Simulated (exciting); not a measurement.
# Core excitons at the O K edge of TaAgO3, part 2 of 3

Aim: the O K absorption edge of TaAgO3 with the electron–hole interaction treated explicitly, and what each term of the kernel does.

exciting sodium; X-ray absorption, core-level Bethe-Salpeter equation, exchange and statically screened direct term, Tamm-Dancoff, all-electron LAPW+lo LDA.

So far. Step 3 (A richer basis for the empty states): Against the first ground state the total energy moves by -9 meV an atom and the gap by 0.00 eV.

### 4. Screening, kernels and BSE for O atom 5

The absorber has 2 Ta at 2.01 Å (bent, 162°, site symmetry 2).

The input, input.xml:

```
<input>
  <title>TaAgO3</title>
  <structure speciespath="." autormt="false" epslat="1.0e-5">
    <crystal>
      <basevect>5.2682318572 3.0416150810 8.7767291203</basevect>
      <basevect>-5.2682318572 3.0416150810 8.7767291203</basevect>
      <basevect>0.0000000000 -6.0832301618 8.7767291203</basevect>
    </crystal>
    <species speciesfile="Ta.xml" rmt="2.135">
      <atom coord="0.0000000000 0.0000000000 0.0000000000"/>
      <atom coord="0.5000000000 0.5000000000 0.5000000000"/>
    </species>
    <species speciesfile="Ag.xml" rmt="2.245">
      <atom coord="0.7500000000 0.7500000000 0.7500000000"/>
      <atom coord="0.2500000000 0.2500000000 0.2500000000"/>
    </species>
    <species speciesfile="O.xml" rmt="1.548">
      <atom coord="0.8065260000 0.2500000000 0.6934740000"/>
      <atom coord="0.2500000000 0.6934740000 0.8065260000"/>
      <atom coord="0.6934740000 0.8065260000 0.2500000000"/>
      <atom coord="0.7500000000 0.3065260000 0.1934740000"/>
      <atom coord="0.1934740000 0.7500000000 0.3065260000"/>
      <atom coord="0.3065260000 0.1934740000 0.7500000000"/>
    </species>
  </structure>
  <groundstate do="skip" xctype="LDA_PW" ngridk="3 3 3" rgkmax="6.5" gmaxvr="14" nempty="8" swidth="0.001" maxscl="100" epsengy="1e-5"/>
  <xs xstype="BSE" ngridk="2 2 2" ngridq="2 2 2" vkloff="0.097 0.273 0.493" rgkmax="6.5" nempty="56" gqmax="3" lmaxapwwf="5" lmaxemat="2" broad="0.01654" tevout="true">
    <energywindow intv="18.031 19.648" points="439"/>
    <screening screentype="full" nempty="86"/>
    <BSE xas="true" xasspecies="3" xasatom="1" xasedge="K" bsetype="singlet" nstlxas="1 52"/>
    <qpointset>
      <qpoint>0 0 0</qpoint>
    </qpointset>
    <plan>
      <doonly task="xsgeneigvec"/>
      <doonly task="writepmatxs"/>
      <doonly task="scrgeneigvec"/>
      <doonly task="scrwritepmat"/>
      <doonly task="screen"/>
      <doonly task="scrcoulint"/>
      <doonly task="exccoulint"/>
    </plan>
  </xs>
</input>
```

The input, input.xml for the last start (plan only):

```
  <plan>
    <doonly task="bse"/>
  </plan>
```

On the command line:

```sh
OMP_NUM_THREADS=1 mpirun -n 2 exciting
OMP_NUM_THREADS=2 exciting
```

Numbers of over 12 decimals in the logs are rounded to 6 here.

Output:

```text
| EXCITING SODIUM started for task xsgeneigvec ( 301)                          =
One-shot GS runs for BSE calculations
One-shot GS runs for k+qmt/2 grids
Info(xsgeneigvec): Generating eigenvectors for Q-point      1
Info(xsgeneigvec): Generation of eigenvectors finished
| EXCITING SODIUM started for task writepmatxs ( 320)                          =
Info(writepmatxs): Momentum matrix elements finished
| EXCITING SODIUM started for task scrgeneigvec ( 401)                         =
One-shot GS runs for BSE calculations
One-shot GS runs for k+qmt/2 grids
Info(xsgeneigvec): Generating eigenvectors for Q-point      1
Using screening GS parameters.
Info(xsgeneigvec): Generation of eigenvectors finished
| EXCITING SODIUM started for task scrwritepmat ( 420)                         =
Info(writepmatxs): Momentum matrix elements finished
Info(scrwritepmat): Momentum matrix elements for screening finished
| EXCITING SODIUM started for task screen ( 430)                               =
Info(screenlauncher): Calculating screening for unshifted q-grid.
Info(screenlauncher): Number of q points:       4
Info(screenlauncher): lowest (partially)  unoccupied state:     65
Info(screenlauncher): highest (partially) occupied state  :     64
Info(screenlauncher): number of occupied states considered:   64
Info(screenlauncher): number of unoccupied states considered:   87
Info(screenlauncher): Starting loop over q-points
Info(screenlauncher): Screening for unshifted q-grid finished
Info(screenlauncher): Screening finished
| EXCITING SODIUM started for task scrcoulint ( 440)                           =
Info(scrcoulintlauncher): Setting up screened Coulomb interaction matrix W.
Info(scrcoulintlauncher): Using momentum transfer vectors from list :   1 to  1
Info(scrcoulintlauncher): Calculating screened Coulomb interaction matrix W
Info(scrcoulintlauncher): Momentum transfer list index: iqmt=  1
Info(scrcoulintlauncher): Momentum transfer: vqmtl=   0.000   0.000   0.000
Info(scrcoulintlauncher): Calculating RR block of W
Info(scrcoulint): Inspecting occupations...
Info(setranges_modxs): Number of non-reduced k-points:        8
Info(setranges_modxs): Number of states considered:      121
Info(setranges_modxs): Number of (partially) occupied states:        2
Info(setranges_modxs): Highest (partially) occupied states:       64
Info(setranges_modxs): Number of (partially) unoccupied states:       57
Info(setranges_modxs): Lowest (partially) unoccupied states:       65
Info(scrcoulint): Selecting transitions...
Info(select_transitions): Inspecting transitions in the  band interval:
  lowest occupied state:   1
  highest occupied state:   2
  lowest unoccupied state:  65
  highest unoccupied state: 116
  Opening gap with a scissor of:      0.000/H      0.000/eV
Info(select_transitions): Number of participating transitions:     832
Info(scrcoulint): Size of file SCCLI will be about     0.005802 GB
Info(scrcoulint): Using q-grid
Info(scrcoulint): Number of reduced q-points:      4
Info(scrcoulint): Number of non-reduced q-points:      8
Info(scrcoulint): Calculating W(G1,G2,qr) fourier coefficients
Info(scrcoulint): Calculating W matrix elements
Info(scrcoulintlauncher): Screened coulomb interaction finished for iqmt=   1
| EXCITING SODIUM started for task exccoulint ( 441)                           =
Info(exccoulintlauncher): Setting up exchange interaction matrix V.
Info(exccoulintlauncher): Using momentum transfer vectors from list :   1 to  1
Info(exccoulintlauncher):Calculating exchange interaction matrix V
Info(exccoulintlauncher): Momentum transfer list index: iqmt=  1
Info(exccoulintlauncher): Momentum transfer: vqmtl=   0.000   0.000   0.000
Info(exccoulintlauncher): Calculating RR block of V
Info(exccoulint): Inspecting occupations...
Info(setranges_modxs): Number of non-reduced k-points:        8
Info(setranges_modxs): Number of states considered:      121
Info(setranges_modxs): Number of (partially) occupied states:        2
Info(setranges_modxs): Highest (partially) occupied states:       64
Info(setranges_modxs): Number of (partially) unoccupied states:       57
Info(setranges_modxs): Lowest (partially) unoccupied states:       65
Info(exccoulint): Selecting transitions...
Info(select_transitions): Inspecting transitions in the  band interval:
  lowest occupied state:   1
  highest occupied state:   2
  lowest unoccupied state:  65
  highest unoccupied state: 116
  Opening gap with a scissor of:      0.000/H      0.000/eV
Info(select_transitions): Number of participating transitions:     832
Info(exccoulint): Size of file EXCLI will be about     0.005802 GB
Info(exccoulint): Generating plane wave matrix elements for momentum transfer iqmt=   1
  Timing (in seconds)	   :     268.660
Info(exccoulint): Generating V matrix elements
Info(exccoulint): Zeroing Coulomb potential at G+qmt index:  1
Info(exccoulintlauncher): Exchange interaction finished for iqmt=   1
| EXCITING SODIUM started for task bse ( 445)                                  =
Info(bselauncher): Init time:    1.937288
Info(bselauncher): Setting up and diagonalizing BSE Hamiltonian.
Info(bselauncher): Using momentum transfer vectors from list :   1 to  1
Info(bselauncher): Distributing qmt-points over   1 processes.
Info(bselauncher): BSE type: singlet
Info(bselauncher): Momentum transfer list index: iqmt=  1
Info(bselauncher): Momentum transfer: vqmtl=   0.000   0.000   0.000
Info(bse): Inspecting occupations...
Info(setranges_modxs): Number of non-reduced k-points:        8
Info(setranges_modxs): Number of states considered:      121
Info(setranges_modxs): Number of (partially) occupied states:        2
Info(setranges_modxs): Highest (partially) occupied states:       64
Info(setranges_modxs): Number of (partially) unoccupied states:       57
Info(setranges_modxs): Lowest (partially) unoccupied states:       65
Info(select_transitions): Inspecting transitions in the  band interval:
  lowest occupied state:   1
  highest occupied state:   2
  lowest unoccupied state:  65
  highest unoccupied state: 116
  Opening gap with a scissor of:      0.000/H      0.000/eV
Info(select_transitions): Number of participating transitions:     832
Info(bse): Selecting transitions...
Info(bse):bsegap (eV):   502.839771
Info(bse): Assembling BSE matrix
  RR/RA blocks of global BSE-Hamiltonian:
  Size of the Hamiltonian:     832
  Number of k-points:       8
  Distributing matrix to   1 processes
  Local matrix shape    832 x   832
Info(bse): max local RAM needed for BSE matrices ~     0.010315 GB
Info(setup_bse_block): Setting up RR part of hamiltonian
Info(setup_bse_block): Singlet spin state
Info(bse): Diagonalizing RR Hamiltonian (TDA)
Info(bse): Invoking Lapack routine ZHEEVR
       832 eigen solutions found in the interval:
         i1=       1 i2=     832
Info(bse): Writing excition energies and oscillator strengths to text file.
Info(makespectrum_dist): Making spectrum using formula for coupling with time reversed AR basis.
Info(makespectrum_dist): Using formalism for vanishing momentum transfer.
Info(writederived): Writing quantities derived from the macroscopic dielectric function.
Info(bselauncher): Spectrum finished for iqmt=  1
Info(bselauncher): All done for BSE type singlet
```

Elapsed: 9.2 min, on 2 MPI ranks of Arm Neoverse V2, shared host.

Wall time by task: xsgeneigvec 20 s, writepmatxs 8.7 s, scrgeneigvec 18 s, scrwritepmat 8.2 s, screen 2.1 min, scrcoulint 87 s, exccoulint 4.7 min, bse 2.4 s.

The O K spectrum of O atom 5 (energy from the Kohn–Sham onset, core level to the lowest empty state found on the meshes used, 502.65 eV; the ground-state mesh sets it, and the shifted mesh has its lowest transition 0.19 eV above it; Im ε scaled to the maximum of the singlet run; cut below the end of the band set):

```csv
E (eV),isotropic,ε ⊥ c,ε ∥ c
-4.0,0.02,0.02,0.02
-3.5,0.03,0.03,0.03
-3.0,0.03,0.04,0.03
-2.5,0.05,0.05,0.04
-2.0,0.06,0.06,0.06
-1.5,0.10,0.10,0.09
-1.0,0.17,0.17,0.17
-0.5,0.36,0.37,0.35
0.0,0.71,0.72,0.70
0.5,0.96,0.96,0.95
1.0,0.94,0.93,0.98
1.5,0.63,0.63,0.63
2.0,0.46,0.48,0.43
2.5,0.40,0.41,0.39
3.0,0.29,0.30,0.28
3.5,0.24,0.25,0.21
4.0,0.33,0.35,0.28
4.5,0.49,0.50,0.48
5.0,0.60,0.58,0.64
5.5,0.60,0.57,0.66
6.0,0.60,0.61,0.57
6.5,0.70,0.72,0.66
7.0,0.62,0.63,0.61
7.5,0.50,0.50,0.50
8.0,0.46,0.45,0.48
8.5,0.37,0.37,0.38
9.0,0.28,0.29,0.28
9.5,0.21,0.21,0.20
10.0,0.30,0.31,0.29
10.5,0.47,0.48,0.44
11.0,0.35,0.36,0.35
11.5,0.31,0.31,0.32
12.0,0.29,0.28,0.30
12.5,0.27,0.28,0.26
13.0,0.24,0.26,0.21
13.5,0.18,0.18,0.16
14.0,0.15,0.15,0.15
14.5,0.17,0.17,0.16
15.0,0.19,0.20,0.16
15.5,0.19,0.20,0.18
16.0,0.20,0.20,0.19
16.5,0.17,0.18,0.17
17.0,0.18,0.17,0.19
17.5,0.18,0.18,0.20
18.0,0.20,0.21,0.20
18.5,0.20,0.19,0.22
19.0,0.22,0.18,0.28
19.5,0.24,0.19,0.35
20.0,0.24,0.19,0.33
20.5,0.19,0.17,0.23
21.0,0.16,0.16,0.16
21.5,0.14,0.14,0.14
22.0,0.15,0.15,0.15
22.5,0.15,0.15,0.14
```

Maxima (height): 0.7 eV (1.00), 5.2 eV (0.62), 6.5 eV (0.70), 10.5 eV (0.47), 16.0 eV (0.20) and 19.6 eV (0.24).

The Hamiltonian has 832 rows. The lowest groups of eigenvalues and the brightest ones, on the scale above (the program counts from the shifted mesh's onset, 0.19 eV higher). Core spinors bring spin-forbidden partners, so dark means forbidden by spin or by symmetry, and the shifted mesh splits states that symmetry would keep together:

```csv
energy (eV),states within 10 meV,relative strength
-0.510,2,0.23
-0.200,2,0.028
-0.087,2,0.31
0.052,1,dark
0.070,1,0.90
0.109,2,0.0023
0.488,1,0.94
0.747,2,0.49
0.988,2,0.48
5.261,1,0.53
6.347,2,0.43
10.384,1,1.00
```

### 5. Independent particles

input.xml, as its differences from that of step 4:

```diff
@@ -29,3 +29,3 @@
     <screening screentype="full" nempty="86"/>
-    <BSE xas="true" xasspecies="3" xasatom="1" xasedge="K" bsetype="singlet" nstlxas="1 52"/>
+    <BSE xas="true" xasspecies="3" xasatom="1" xasedge="K" bsetype="IP" nstlxas="1 52"/>
     <qpointset>
@@ -34,9 +34,3 @@
     <plan>
-      <doonly task="xsgeneigvec"/>
-      <doonly task="writepmatxs"/>
-      <doonly task="scrgeneigvec"/>
-      <doonly task="scrwritepmat"/>
-      <doonly task="screen"/>
-      <doonly task="scrcoulint"/>
-      <doonly task="exccoulint"/>
+      <doonly task="bse"/>
     </plan>
```

On the command line:

```sh
OMP_NUM_THREADS=2 exciting
```

Output:

```text
| EXCITING SODIUM started for task bse ( 445)                                  =
Info(bselauncher): Init time:    1.948632
Info(bselauncher): Setting up and diagonalizing BSE Hamiltonian.
Info(bselauncher): Using momentum transfer vectors from list :   1 to  1
Info(bselauncher): Distributing qmt-points over   1 processes.
Info(bselauncher): BSE type: IP
Info(bselauncher): Momentum transfer list index: iqmt=  1
Info(bselauncher): Momentum transfer: vqmtl=   0.000   0.000   0.000
Info(bse): Inspecting occupations...
Info(setranges_modxs): Number of non-reduced k-points:        8
[...]
highest unoccupied state: 116
  Opening gap with a scissor of:      0.000/H      0.000/eV
Info(select_transitions): Number of participating transitions:     832
Info(bse): Selecting transitions...
Info(bse):bsegap (eV):   502.839771
Info(bse): IP requested, nothing much to do
Info(bse): Writing excition energies and oscillator strengths to text file.
Info(makespectrum_dist): Making spectrum using formula for coupling with time reversed AR basis.
Info(makespectrum_dist): Using formalism for vanishing momentum transfer.
Info(writederived): Writing quantities derived from the macroscopic dielectric function.
Info(bselauncher): Spectrum finished for iqmt=  1
Info(bselauncher): All done for BSE type IP
```

Wall time 3 s (2 threads).

Maxima (height): 2.3 eV (0.69), 3.2 eV (0.65), 8.8 eV (0.62), 11.9 eV (0.60) and 20.7 eV (0.33); 1 lower ones aren't listed. Against the singlet run the r.m.s. difference is 64 %. Moving the earlier curve by +1.8 eV leaves 28 %. The highest maximum lies at 2.3 eV (0.69), against 0.7 eV (1.00).

### 6. Exchange alone

input.xml, as its differences from that of step 5:

```diff
@@ -29,3 +29,3 @@
     <screening screentype="full" nempty="86"/>
-    <BSE xas="true" xasspecies="3" xasatom="1" xasedge="K" bsetype="IP" nstlxas="1 52"/>
+    <BSE xas="true" xasspecies="3" xasatom="1" xasedge="K" bsetype="RPA" nstlxas="1 52"/>
     <qpointset>
```

On the command line:

```sh
OMP_NUM_THREADS=2 exciting
```

Output:

```text
| EXCITING SODIUM started for task bse ( 445)                                  =
Info(bselauncher): Init time:    1.944417
Info(bselauncher): Setting up and diagonalizing BSE Hamiltonian.
Info(bselauncher): Using momentum transfer vectors from list :   1 to  1
Info(bselauncher): Distributing qmt-points over   1 processes.
Info(bselauncher): BSE type: RPA
Info(bselauncher): Momentum transfer list index: iqmt=  1
Info(bselauncher): Momentum transfer: vqmtl=   0.000   0.000   0.000
Info(bse): Inspecting occupations...
Info(setranges_modxs): Number of non-reduced k-points:        8
[...]
Info(setup_bse_block): Setting up RR part of hamiltonian
Info(setup_bse_block): Using RPA approximation
Info(bse): Diagonalizing RR Hamiltonian (TDA)
Info(bse): Invoking Lapack routine ZHEEVR
       832 eigen solutions found in the interval:
         i1=       1 i2=     832
Info(bse): Writing excition energies and oscillator strengths to text file.
Info(makespectrum_dist): Making spectrum using formula for coupling with time reversed AR basis.
Info(makespectrum_dist): Using formalism for vanishing momentum transfer.
Info(writederived): Writing quantities derived from the macroscopic dielectric function.
Info(bselauncher): Spectrum finished for iqmt=  1
Info(bselauncher): All done for BSE type RPA
```

It took 3 s on 2 threads.

Maxima (height): 2.4 eV (0.66), 3.2 eV (0.66), 8.8 eV (0.61), 11.9 eV (0.60) and 20.7 eV (0.33); 1 lower ones aren't listed. Against the independent-particle run the r.m.s. difference is 3 %.

### 7. Local-field cutoff

Changed against the first singlet run: cutoff of the kernels (bohr⁻¹) from 3 to 1.5.

input.xml, as its differences from that of step 6:

```diff
@@ -26,6 +26,6 @@
   <groundstate do="skip" xctype="LDA_PW" ngridk="3 3 3" rgkmax="6.5" gmaxvr="14" nempty="8" swidth="0.001" maxscl="100" epsengy="1e-5"/>
-  <xs xstype="BSE" ngridk="2 2 2" ngridq="2 2 2" vkloff="0.097 0.273 0.493" rgkmax="6.5" nempty="56" gqmax="3" lmaxapwwf="5" lmaxemat="2" broad="0.01654" tevout="true">
+  <xs xstype="BSE" ngridk="2 2 2" ngridq="2 2 2" vkloff="0.097 0.273 0.493" rgkmax="6.5" nempty="56" gqmax="1.5" lmaxapwwf="5" lmaxemat="2" broad="0.01654" tevout="true">
     <energywindow intv="18.031 19.648" points="439"/>
     <screening screentype="full" nempty="86"/>
-    <BSE xas="true" xasspecies="3" xasatom="1" xasedge="K" bsetype="RPA" nstlxas="1 52"/>
+    <BSE xas="true" xasspecies="3" xasatom="1" xasedge="K" bsetype="singlet" nstlxas="1 52"/>
     <qpointset>
@@ -34,3 +34,6 @@
     <plan>
-      <doonly task="bse"/>
+      <doonly task="xsgeneigvec"/>
+      <doonly task="screen"/>
+      <doonly task="scrcoulint"/>
+      <doonly task="exccoulint"/>
     </plan>
```

The input, input.xml for the last start (plan only):

```
  <plan>
    <doonly task="bse"/>
  </plan>
```

On the command line:

```sh
OMP_NUM_THREADS=1 mpirun -n 2 exciting
OMP_NUM_THREADS=2 exciting
```

Output:

```text
| EXCITING SODIUM started for task xsgeneigvec ( 301)                          =
One-shot GS runs for BSE calculations
One-shot GS runs for k+qmt/2 grids
Info(xsgeneigvec): Generating eigenvectors for Q-point      1
Info(xsgeneigvec): Generation of eigenvectors finished
| EXCITING SODIUM started for task screen ( 430)                               =
Info(screenlauncher): Calculating screening for unshifted q-grid.
Info(screenlauncher): Number of q points:       4
Info(screenlauncher): lowest (partially)  unoccupied state:     65
[...]
Info(setup_bse_block): Setting up RR part of hamiltonian
Info(setup_bse_block): Singlet spin state
Info(bse): Diagonalizing RR Hamiltonian (TDA)
Info(bse): Invoking Lapack routine ZHEEVR
       832 eigen solutions found in the interval:
         i1=       1 i2=     832
Info(bse): Writing excition energies and oscillator strengths to text file.
Info(makespectrum_dist): Making spectrum using formula for coupling with time reversed AR basis.
Info(makespectrum_dist): Using formalism for vanishing momentum transfer.
Info(writederived): Writing quantities derived from the macroscopic dielectric function.
Info(bselauncher): Spectrum finished for iqmt=  1
Info(bselauncher): All done for BSE type singlet
```

The job ended after 3.4 min (2 MPI ranks).

These settings are cheaper. Against the singlet run the r.m.s. difference is 10 %. The highest maximum lies at 0.9 eV (0.93), against 0.7 eV (1.00). The kernels miss the short-range part of the Coulomb interaction, its components above their cutoff.

| E (eV) | first run | this run |
| --- | --- | --- |
| -4.0 | 0.02 | 0.02 |
| -3.0 | 0.03 | 0.03 |
| -2.0 | 0.06 | 0.06 |
| -1.0 | 0.17 | 0.14 |
| 0.0 | 0.71 | 0.58 |
| 1.0 | 0.94 | 0.91 |
| 2.0 | 0.46 | 0.48 |
| 3.0 | 0.29 | 0.30 |
| 4.0 | 0.33 | 0.29 |
| 5.0 | 0.60 | 0.53 |
| 6.0 | 0.60 | 0.57 |
| 7.0 | 0.62 | 0.68 |
| 8.0 | 0.46 | 0.51 |
| 9.0 | 0.28 | 0.32 |
| 10.0 | 0.30 | 0.30 |
| 11.0 | 0.35 | 0.42 |
| 12.0 | 0.29 | 0.32 |
| 13.0 | 0.24 | 0.26 |
| 14.0 | 0.15 | 0.16 |
| 15.0 | 0.19 | 0.19 |
| 16.0 | 0.20 | 0.21 |
| 17.0 | 0.18 | 0.18 |
| 18.0 | 0.20 | 0.21 |
| 19.0 | 0.22 | 0.22 |
| 20.0 | 0.24 | 0.25 |
| 21.0 | 0.16 | 0.17 |
| 22.0 | 0.15 | 0.15 |

[end of part 2 of 3]

[Banner, clock and machine lines of the logs are left out without a mark of their own.]

[Logs are printed without paths, hosts, clocks, repeated set-up lines and the standing remarks that a program may print on its own settings, such as how far it seeks lower states.]

[Hosts, paths, dates, database ids (printed as entryN), source tags and the programs' standing remarks are cut or masked in the printed files.]
